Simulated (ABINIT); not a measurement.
# SrIBr (Pnma): G0W0 with ABINIT, start to end, part 2 of 2

Aim: the G0W0 gap of SrIBr (Pnma) on LDA, step by step.

ABINIT 10.8.3; LDA and many-body steps on it, plane waves. Known limits of the many-body steps: not at the basis limit; no spin-orbit coupling; coarse k mesh.

So far. Step 2 (Ground state): The gap is direct, at Γ. Step 3 (Empty states on the mesh, 2×2×1 mesh, 326 bands): On this mesh the gap is 3.576 eV.

### 4. Screening, 2×2×1 mesh, 298 bands, screening to 89.8 eV

The RPA dielectric matrix is built and inverted for each q.

This step: RPA screening on LDA, plane waves, norm-conserving pseudopotentials.

run.abi

```
acell 3*1.0 Angstrom
rprim 
  8.169106000000 0.000000000000 0.000000000000
  0.000000000000 5.131914000000 0.000000000000
  0.000000000000 0.000000000000 11.030852000000
ntypat 3
znucl 38 53 35
natom 12
typat 1 1 1 1 2 2 2 2 3 3 3 3
xred 
  0.280131000000 0.750000000000 0.421100000000
  0.780131000000 0.750000000000 0.078900000000
  0.719869000000 0.250000000000 0.578900000000
  0.219869000000 0.250000000000 0.921100000000
  0.367160000000 0.750000000000 0.109521000000
  0.867160000000 0.750000000000 0.390479000000
  0.632840000000 0.250000000000 0.890479000000
  0.132840000000 0.250000000000 0.609521000000
  0.517796000000 0.750000000000 0.637160000000
  0.017796000000 0.750000000000 0.862840000000
  0.482204000000 0.250000000000 0.362840000000
  0.982204000000 0.250000000000 0.137160000000
pp_dirpath "pseudos"
pseudos "Sr.upf, I.upf, Br.upf"
ecut 31
ngkpt 2 2 1
nshiftk 1
shiftk 0 0 0
kptopt 1
chksymbreak 0
istwfk *1
occopt 1
irdwfk 1
optdriver 3
nband 298
ecuteps 3.3
inclvkb 2
awtr 1
symchi 1
indata_prefix "in"
outdata_prefix "out"
tmpdata_prefix "tmp"
```

Run with:

```sh
$ OMP_NUM_THREADS=1 mpirun -n 4 abinit run.abi > log
```

Numbers of over 12 decimals in the logs are rounded to 6 here.

Output:

```text
.Version 10.8.3 of ABINIT. v10.8.2 released Aug 2026.

 Symmetries : space group Pn m a (# 62); Bravais oP (primitive ortho.)
[... echo of the input left out ...]
== DATASET  1 ==================================================================
-   mpi_nproc: 4, omp_nthreads: 1 (-1 if OMP is not activated)

--- !DatasetInfo
iteration_state: {dtset: 1, }
dimensions: {natom: 12, nkpt: 4, mband: 298, nsppol: 1, nspinor: 1, nspden: 1, mpw: 25776, }
cutoff_energies: {ecut:  31.0, pawecutdg:  -1.0, }
electrons: {nelect:   9.60000000E+01, charge:   0.00000000E+00, occopt:   1.00000000E+00, tsmear:   1.00000000E-02, }

 SCREENING: Calculation of the susceptibility and dielectric matrices

 Based on a program developped by R.W. Godby, V. Olevano, G. Onida, and L. Reining.
 Incorporated in ABINIT by V. Olevano, G.-M. Rignanese, and M. Torrent.
.Using double precision arithmetic ; gwpc =  8

[... cell and pseudopotentials left out ...]
--------------------------------------------------------------------------------

 ==== K-mesh for the wavefunctions ====
 Number of points in the irreducible wedge :     4
[... list of points left out ...]
 Together with  8 symmetry operations and time-reversal symmetry
 yields     4 points in the full Brillouin Zone.

 ==== Q-mesh for the screening function ====
 Number of points in the irreducible wedge :     4
[... list of points left out ...]
 Together with  8 symmetry operations and time-reversal symmetry
 yields     4 points in the full Brillouin Zone.

 setmesh: FFT mesh size selected  =    54x   36x   72
          total number of points  =       139968

 vcoul_init : cutoff-mode = AUXILIARY_FUNCTION
 q-points for optical limit:   1
     1)      0.000010    0.000020    0.000030

- screening: taking advantage of time-reversal symmetry
- Maximum band index for partially occupied states nbvw = 48
- Remaining bands to be divided among processors   nbcw = 250
- Number of bands treated by each node ~62

 Number of electrons calculated from density =   96.0000; Expected =   96.0000
 average of density, n =  0.030762
 r_s =    1.9799
 omega_plasma =   16.9185 [eV]

 calculating chi0 at frequencies [eV] :
  1    0.000000E+00    0.000000E+00
  2    0.000000E+00    1.691848E+01

--------------------------------------------------------------------------------
  q-point number  1        q = ( 0.000000, 0.000000, 0.000000) [r.l.u.]
--------------------------------------------------------------------------------
[... chi0 elements left out ...]
 For q-point:  0.000010 0.000020 0.000030
  dielectric constant =   3.7270
  dielectric constant without local fields =   4.4516

  Average fulfillment of the sum rule on Im[epsilon] for q-point    1 :     79.35  [%]
[... wings left out ...]
  q-point number  2        q = ( 0.500000, 0.000000, 0.000000) [r.l.u.]
--------------------------------------------------------------------------------
[... chi0 elements left out ...]
  Average fulfillment of the sum rule on Im[epsilon] for q-point    2 :     84.06  [%]

 [... 2 further q-points ...]
```

It took 11 min on 4 MPI ranks of Arm Neoverse V2, shared host; peak memory 6.2 GiB.

Numbers from this step:

```yaml
eps_infinity_with_local_fields_on_this_mesh_along_the_program_s_q_direction: 3.727
the_same_without_local_fields: 4.452
plasma_frequency: 16.92 eV
plane_waves_in_the_screening_matrix: 887
```

Local fields lower ε∞ by 16 %. On a Γ-centred mesh this coarse the value itself is usually too large, while a short band sum pulls it down.

### 5. Self-energy, 2×2×1 mesh, 298 bands, screening to 89.8 eV

The self-energy is evaluated for the states that the input lists, and the levels follow from it, in one-shot runs by the linearised quasiparticle equation.

This step: G0W0 on LDA, plane waves, norm-conserving pseudopotentials.

Edit run.abi of step 4 so:

```diff
@@ -33,8 +33,15 @@
 irdwfk 1
-optdriver 3
+optdriver 4
 nband 298
+gwcalctyp 0
+ecutsigx 31
+symsigma 1
+nkptgw 1
+kptgw 
+  0.0000000000 0.0000000000 0.0000000000
+bdgw 
+  47 50
 ecuteps 3.3
-inclvkb 2
-awtr 1
-symchi 1
+irdscr 1
+ppmodel 1
 indata_prefix "in"
```

Output:

```text
.Version 10.8.3 of ABINIT. v10.8.2 released Aug 2026.

 Symmetries : space group Pn m a (# 62); Bravais oP (primitive ortho.)
[... echo of the input left out ...]
== DATASET  1 ==================================================================
-   mpi_nproc: 4, omp_nthreads: 1 (-1 if OMP is not activated)

--- !DatasetInfo
iteration_state: {dtset: 1, }
dimensions: {natom: 12, nkpt: 4, mband: 298, nsppol: 1, nspinor: 1, nspden: 1, mpw: 25776, }
cutoff_energies: {ecut:  31.0, pawecutdg:  -1.0, }
electrons: {nelect:   9.60000000E+01, charge:   0.00000000E+00, occopt:   1.00000000E+00, tsmear:   1.00000000E-02, }

 SIGMA: Calculation of the GW corrections

 Based on a program developped by R.W. Godby, V. Olevano, G. Onida, and L. Reining.
 Incorporated in ABINIT by V. Olevano, G.-M. Rignanese, and M. Torrent.
.Using double precision arithmetic ; gwpc =  8

[... cell and pseudopotentials left out ...]
--------------------------------------------------------------------------------

 ==== K-mesh for the wavefunctions ====
 Number of points in the irreducible wedge :     4
[... list of points left out ...]
 Together with  8 symmetry operations and time-reversal symmetry
 yields     4 points in the full Brillouin Zone.

 ==== Q-mesh for screening function ====
 Number of points in the irreducible wedge :     4
[... list of points left out ...]
 Together with  8 symmetry operations and time-reversal symmetry
 yields     4 points in the full Brillouin Zone.

 vcoul_init : cutoff-mode = AUXILIARY_FUNCTION
 q-points for optical limit:   1
     1)      0.000010    0.000020    0.000030
 setmesh: FFT mesh size selected  =    80x   50x  108
          total number of points  =       432000

 Number of electrons calculated from density =   96.0000; Expected =   96.0000
 average of density, n =  0.030762
 r_s =    1.9799
 omega_plasma =   16.9185 [eV]

 === KS Band Gaps ===
  >>>> For spin  1
   Minimum direct gap =   3.5759 [eV], located at k-point      :   0.0000  0.0000  0.0000
   Fundamental gap    =   3.5759 [eV], Top of valence bands at :   0.0000  0.0000  0.0000
                                       Bottom of conduction at :   0.0000  0.0000  0.0000
 SIGMA fundamental parameters:
 PLASMON POLE MODEL  1
 number of plane-waves for SigmaX                25715
 number of plane-waves for SigmaC and W            887
 number of plane-waves for wavefunctions         25715
 number of bands                                   298
 number of independent spin polarizations            1
 number of spinorial components                      1
 number of k-points in IBZ                           4
 number of q-points in IBZ                           4
 number of symmetry operations                       8
 number of k-points in BZ                            4
 number of q-points in BZ                            4
 number of frequencies for dSigma/dE                 9
 frequency step for dSigma/dE [eV]                0.25
 number of omega for Sigma on real axis              0
 max omega for Sigma on real axis  [eV]           0.00
 zcut for avoiding poles [eV]                     0.10

 EPSILON^-1 parameters (SCR file):
 dimension of the eps^-1 matrix on file            887
 dimension of the eps^-1 matrix used               887
 number of plane-waves for wavefunctions         25715
 number of bands                                   298
 number of q-points in IBZ                           4
 number of frequencies                               2
 number of real frequencies                          1
 number of imag frequencies                          1

 matrix elements of self-energy operator (all in [eV])

 Perturbative Calculation

--- !SelfEnergy_ee
iteration_state: {dtset: 1, }
kpoint     : [   0.000,    0.000,    0.000, ]
spin       : 1
KS_gap     :    3.576
QP_gap     :    5.365
Delta_QP_KS:    1.789
data: !SigmaeeData |
     Band     E0 <VxcDFT>   SigX SigC(E0)      Z dSigC/dE  Sig(E)    E-E0       E
       47   1.380 -12.099 -15.227   2.221   0.803  -0.246 -12.828  -0.728   0.652
       48   1.471 -11.638 -14.603   2.064   0.805  -0.242 -12.363  -0.725   0.746
       49   5.047  -7.825  -3.556  -3.001   0.839  -0.192  -6.761   1.064   6.111
       50   5.551  -8.286  -3.771  -3.045   0.834  -0.199  -7.060   1.226   6.777

== END DATASET(S) ==============================================================
================================================================================

 -outvars: echo values of variables after computation  --------
           etotal      0.0000000000E+00
            nband         298
             nkpt           4
          spgroup          62
 [... the other variables as echoed above ...]

 Calculation completed.
```

Run time: 43 s. Hardware: 4 MPI ranks; peak memory 4.3 GiB; 2.9 min of CPU time.

Numbers from this step:

| Quantity | Value |
| --- | --- |
| G0W0 gap on the points computed | 5.365 eV |
| starting gap on the mesh | 3.576 eV |
| k of the valence top | 0, 0, 0 |
| k of the conduction bottom | 0, 0, 0 |
| Z at the valence top | 0.805 |
| Z at the conduction bottom | 0.839 |
| least direct G0W0 gap on the computed points | 5.365 eV |

The gap on the mesh goes from 3.58 eV to 5.37 eV, a correction of +1.79 eV.

Limits: finite bands, cutoff and mesh; no spin-orbit coupling; coarse k mesh. v1 is the top filled band, c1 the lowest empty one. Levels before and after the correction, in eV, zero at the valence-band top of each column:

|  | conduction bottom | valence top |
| --- | --- | --- |
| Kohn-Sham | 3.58 | 0.00 |
| G0W0 | 5.37 | 0.00 |

|  | level | energy (eV) |
| --- | --- | --- |
| Kohn-Sham | Γ v2 | -0.091 |
| Kohn-Sham | Γ v1 | 0.000 |
| Kohn-Sham | Γ c1 | 3.576 |
| Kohn-Sham | Γ c2 | 4.080 |
| G0W0 | Γ v2 | -0.094 |
| G0W0 | Γ v1 | 0.000 |
| G0W0 | Γ c1 | 5.365 |
| G0W0 | Γ c2 | 6.031 |

### 6. Where the time went

Times are wall times on 4 MPI ranks of Arm Neoverse V2, shared host, good to a factor of about two.

| step | time | share | memory (GiB) |
| --- | --- | --- | --- |
| ground state | 2.7 min | 12 % | 0.93 |
| empty states on the mesh | 8.5 min | 37 % | 1.1 |
| screening | 11 min | 48 % | 6.2 |
| self-energy | 43 s | 3 % | 4.3 |

### 7. Results

```
LDA gap              : 3.58 eV, direct
G0W0 gap on the mesh : 5.37 eV
GW settings          : 2×2×1 mesh, 298 bands, screening to 89.8 eV, Godby-Needs plasmon pole
known limits         : not at the basis limit; no spin-orbit coupling; coarse k mesh
```

G0W0 moves the gap on the mesh from 3.58 eV to 5.37 eV (+1.79 eV), with Z of 0.81 and 0.84 at the edges. Local fields lower the RPA ε∞ on this mesh from 4.45 to 3.73; a Γ-centred mesh this coarse tends to raise both, most where the direct gap is narrow, while a short band sum lowers them. Only 1 of the mesh's irreducible points was corrected, so a valley elsewhere could overtake. Bands and cutoff are finite, so the gap is not at the basis limit. The miss can reach some tenths of an eV and take either sign; the mesh is an error of its own. In the G0W0 run levels were corrected at 1 k point alone, so a gap called «on the mesh» is the least over those, and an edge elsewhere would be missed. The 2×2×1 mesh is coarse for this cell, which bears on the long-range parts of exchange and screening. The many-body steps are scalar-relativistic: spin-orbit coupling is not in them.

[Paths, hosts, dates, memory and timing lines, banners, echoed tables and standing remarks are left out of the program output.]

[Logs are printed without paths, hosts, clocks, repeated set-up lines and the standing remarks that a program may print on its own settings, such as how far it seeks lower states.]

[Runs of the session that timed out or met a known fault of the program may be left out.]

[Hosts, paths, dates, database ids (printed as entryN), source tags and the programs' standing remarks are cut or masked in the printed files.]

[G0W0 gaps are taken among the corrected bands and points alone; a level outside them can change the order at an edge.]

[Where Ansatz stands beside ABINIT at settings called matched, ABINIT's density can come from a denser mesh and the files from another edition; pairs whose starting gaps differed by over 0.03 eV were left out, so agreement reads better than it is.]
